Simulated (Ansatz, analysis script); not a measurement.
## Energy of spin spirals in FeO (Wuestite)

Aim: the energy of FeO (Wuestite) as its moments wind into spirals of wavevector q.

Method: LDA, PAW set soft_1 (files made for PBE), in Ansatz 0.2.0.

Most raw output is cut from this account.

The database entry behind the starting cell differs from later determinations by our own check (inexact against later determinations), so it need not match the best structure at ambient conditions.

**1. Starting point**

The structure is cubic, space group Fm-3m (No. 225). Conventional cell: a = 4.311 Å, b = 4.311 Å, c = 4.311 Å, α = 90.00°, β = 90.00°, γ = 90.00°. Fe has 6 O at 2.16 Å nearest. Nearest to O lie 6 Fe at 2.16 Å. Farther neighbours and most contacts between anions are not listed.

Coordinates:

```cif
data_structure
_symmetry_space_group_name_H-M 'Fm-3m'
_symmetry_Int_Tables_number 225
_cell_length_a 4.3108
_cell_length_b 4.3108
_cell_length_c 4.3108
_cell_angle_alpha 90.000
_cell_angle_beta 90.000
_cell_angle_gamma 90.000
_cell_volume 80.11
loop_
_atom_site_label
_atom_site_type_symbol
_atom_site_symmetry_multiplicity
_atom_site_Wyckoff_symbol
_atom_site_fract_x
_atom_site_fract_y
_atom_site_fract_z
_atom_site_occupancy
Fe1 Fe 4 a 0.00000 0.00000 0.00000 1
O1 O 4 b 0.50000 0.00000 0.00000 1
```

**2. The collinear state**

A collinear run comes first: it shows whether moments survive, and how large they are.

File input.yaml:

```yaml
crystal:
  lattice:
    - [0.0, 2.1554, 2.1554]
    - [2.1554, 0.0, 2.1554]
    - [2.1554, 2.1554, 0.0]
  atoms:
    - { symbol: Fe, position: [0.0, 0.0, 0.0], spin: 4.0 }
    - { symbol: O, position: [0.5, 0.5, 0.5] }
magnetization:
  spin_polarized: true
kpoints:
  mp_grid: { grid: [13, 13, 13] }
hamiltonian:
  xc: lda
  pseudopotentials: { kind: paw, azcp: { folder: soft_1 }, xc_functional: pbe }
scf:
  occupations: { method: fermi_dirac, width: 0.1 }
  max_iter: 120
  convergence: { dr2_threshold: 1.0e-08 }
  lower_state_search: "off"
```

Run with:

```console
$ ansatz run input.yaml --threads 2 --pin off --max-ram 5120MiB --backend cpu --events-out ev --progress --plain --runs-dir out
```

Run time: 1.6 s. Hardware: 2 threads of Intel Xeon Platinum 8375C at 2.90GHz (Ice Lake), shared host; peak memory 0.33 GiB; 2.9 s of CPU time.

Spin moment in the atom's sphere by atom:

| atom | spin moment in the atom's sphere (μB) |
| --- | --- |
| Fe1 | 3.40 |
| O2 | 0.33 |

Tables count atoms from 1; parts of the log count from 0.

The run ends ferromagnetic, with a net moment of 3.98 μB a cell. With one Fe atom carrying the moment, parallel order of its images is forced by the cell, not found.

**3. The same state on a denser mesh**

Levels at the Fermi energy are partly filled, so moments and energy differences can hang on the k-mesh, and the state is solved again on a denser one.

input.yaml, the sections that differ from step 2:

```yaml
crystal:
  lattice:
    - [0.0, 2.1554, 2.1554]
    - [2.1554, 0.0, 2.1554]
    - [2.1554, 2.1554, 0.0]
  atoms:
    - { symbol: Fe, position: [0.0, 0.0, 0.0], spin: 3.4 }
    - { symbol: O, position: [0.5, 0.5, 0.5] }
kpoints:
  mp_grid: { grid: [15, 15, 15] }
basis:
  ecutwfc: 420.0
checkpoint:
  read: start
  write: ck
  compress: false
  write_wavefunctions: false
  write_every: 100000
# magnetization, hamiltonian, scf: as in step 2
```

Run time: 1.1 s. Hardware: 2 threads; peak memory 0.35 GiB; 2 s of CPU time.

Spin moment in the atom's sphere by atom:

| atom | spin moment in the atom's sphere (μB) |
| --- | --- |
| Fe1 | 3.40 |
| O2 | 0.33 |

The run ends ferromagnetic, with a net moment of 3.98 μB a cell, against 3.98 μB on the first mesh.

Each spiral starts from these moments, tilted 90° from the rotation axis z (a flat spiral); sizes are free, while the program holds flat spirals in their plane. Spin–orbit coupling is switched off, so the energy does not depend on how the axis lies in the crystal. The folder named start holds the saved collinear state, from which each run begins.

The runs on spinors take the mesh 16×16×16.

**4. q = (0, 0, 0)**

The reference is the same input at q = 0, so that basis and exchange-correlation form match those at other q. Every q is chosen so that q/2 is a mesh vector: every spiral then samples the k-points of q = 0, and much mesh noise cancels.

input.yaml, the sections that differ from step 3:

```yaml
crystal:
  lattice:
    - [0.0, 2.1554, 2.1554]
    - [2.1554, 0.0, 2.1554]
    - [2.1554, 2.1554, 0.0]
  atoms:
    - { symbol: Fe, position: [0.0, 0.0, 0.0], spin: 3.4, spin_axis: [1.0, 0.0, 0.0] }
    - { symbol: O, position: [0.5, 0.5, 0.5] }
kpoints:
  mp_grid: { grid: [16, 16, 16] }
magnetization:
  noncollinear: true
  spin_spiral: { q: [0.0, 0.0, 0.0] }
checkpoint:
  read: start
# hamiltonian, scf, basis: as in step 3
```

Run with:

```console
$ ansatz run input.yaml --threads 1 --pin off --max-ram 2560MiB --backend cpu --events-out ev --progress --plain --runs-dir out
```

It took 7.7 s on 1 thread; peak memory 0.45 GiB.

The largest moment is 3.40 μB, against 3.40 μB in the collinear run.

**5. q = (0.125, 0, 0.125)**

Only q changes. The cell stays that of the crystal, since the generalised Bloch theorem carries the rotation from cell to cell.

input.yaml, as its differences from that of step 4:

```diff
@@ -22,3 +22,3 @@
   noncollinear: true
-  spin_spiral: { q: [0.0, 0.0, 0.0] }
+  spin_spiral: { q: [0.125, 0.0, 0.125] }
 checkpoint:
```

Run time: 33 s. Hardware: 1 thread; peak memory 0.64 GiB.

The energy of the cell lies 5.88 meV below that at q = 0, and the largest moment is 3.37 μB against 3.40 μB.

**6. q = (0.125, 0.125, 0.25)**

input.yaml, as its differences from that of step 5:

```diff
@@ -22,3 +22,3 @@
   noncollinear: true
-  spin_spiral: { q: [0.125, 0.0, 0.125] }
+  spin_spiral: { q: [0.125, 0.125, 0.25] }
 checkpoint:
```

The job ended after 67 s (1 thread; peak memory 0.92 GiB).

The energy of the cell lies 10.5 meV below that at q = 0, and the largest moment is 3.34 μB against 3.40 μB.

**7. q = (0.375, 0.375, 0.75)**

input.yaml, as its differences from that of step 6:

```diff
@@ -22,3 +22,3 @@
   noncollinear: true
-  spin_spiral: { q: [0.125, 0.125, 0.25] }
+  spin_spiral: { q: [0.375, 0.375, 0.75] }
 checkpoint:
```

Elapsed: 93 s, on 1 thread; peak memory 0.96 GiB.

The energy of the cell lies 148 meV above that at q = 0, and the largest moment is 3.27 μB against 3.40 μB.

**8. q = (0.625, 0.25, 0.625)**

input.yaml, as its differences from that of step 7:

```diff
@@ -22,3 +22,3 @@
   noncollinear: true
-  spin_spiral: { q: [0.375, 0.375, 0.75] }
+  spin_spiral: { q: [0.625, 0.25, 0.625] }
 checkpoint:
```

It took 3 min on 1 thread; peak memory 1.4 GiB.

The energy of the cell lies 148 meV above that at q = 0, and the largest moment is 3.27 μB against 3.40 μB.

The other 6 runs of this kind were made alike; their results stand in the table below.

**9. Analysis**

| q (reciprocal lattice) | path length (1/Å) | E(q) − E(0) (meV a magnetic atom) | \|m\| Fe no. 1 (μB) |
| --- | --- | --- | --- |
| (0, 0, 0) | 0.000 | 0.00 | 3.40 |
| (0.125, 0, 0.125) | 0.364 | -5.88 | 3.37 |
| (0.375, 0, 0.375) | 1.093 | 143.82 | 3.29 |
| (0.5, 0, 0.5) | 1.458 | 211.40 | 3.29 |
| (0.625, 0.25, 0.625) | 1.973 | 148.16 | 3.27 |
| (0.5, 0.25, 0.75) | 2.488 | 151.39 | 3.27 |
| (0.375, 0.375, 0.75) | 3.004 | 148.16 | 3.27 |
| (0.25, 0.25, 0.5) | 3.519 | 40.31 | 3.26 |
| (0.125, 0.125, 0.25) | 4.034 | -10.55 | 3.34 |
| (0, 0, 0) | 4.549 | 0.00 | 3.40 |
| (0.25, 0.25, 0.25) | 5.181 | -14.72 | 3.31 |
| (0.5, 0.5, 0.5) | 5.812 | 5.29 | 3.23 |

**10. Fit by Heisenberg shells**

For rigid moments E(q) is a sum of cosines over neighbour shells, so a fit gives the couplings, and from them an ordering temperature.

E = −Σ J e·e over ordered pairs (each pair twice, J > 0 for parallel moments) is fitted to 10 points (copies by symmetry counted).

The fitted shells:

| pair | distance (Å) | neighbours a magnetic atom | J (meV) |
| --- | --- | --- | --- |
| Fe-Fe | 3.048 | 12 | 14.05 |
| Fe-Fe | 4.311 | 6 | -12.8 |
| Fe-Fe | 5.28 | 24 | -0.4095 |
| Fe-Fe | 6.096 | 12 | -0.9972 |
| Fe-Fe | 6.816 | 24 | -0.0158 |
| Fe-Fe | 7.466 | 8 | 0.024 |

This step gave:

| Property | Result |
| --- | --- |
| r.m.s. miss of the fit | 0.1880 meV |
| ordering temperature, mean field | 654.0 K |
| wavevector of the mean-field order | -0.2292, 0, 0 reciprocal lattice |

**11. Results**

```
lowest point of the path : q = (0.25, 0.25, 0.25), -14.7 meV a magnetic atom from q = 0
highest point            : 211 meV a magnetic atom
J of the nearest shell   : 14.1 meV
mean-field temperature   : 654 K
```

The state at q = (0.25, 0.25, 0.25) lies 14.7 meV a magnetic atom below the ferromagnetic start, so that start is not the lowest state. The moments change by at most 6 % from their size at q = 0, so they are nearly rigid. The fit misses by 0.083 % of the energy range, so the shells describe the path well, though few points can't fix distant couplings. The temperatures are those of classical unit spins, and mean field runs high. The 11 spiral runs took 14 min of wall time, added up. Without a U, semilocal functionals delocalise the d or f electrons of such compounds, which shrinks moments, overestimates superexchange, narrows or closes the gap and can change the order. Energies are free energies at a smearing of 0.1 eV, and with partly filled levels differences shift, at times strongly, as the smearing goes to zero. In doubt: the program's search for lower states was switched off, so a lower magnetic state than those reached may exist.

[Logs and program files are shortened in this print: banners, set-up blocks, solver, clock and traceback lines can be left out without a mark of their own.]

[Logs are printed without paths, hosts, clocks, repeated set-up lines and the standing remarks that a program may print on its own settings, such as how far it seeks lower states.]

[Hosts, paths, dates, database ids (printed as entryN), source tags and the programs' standing remarks are cut or masked in the printed files.]
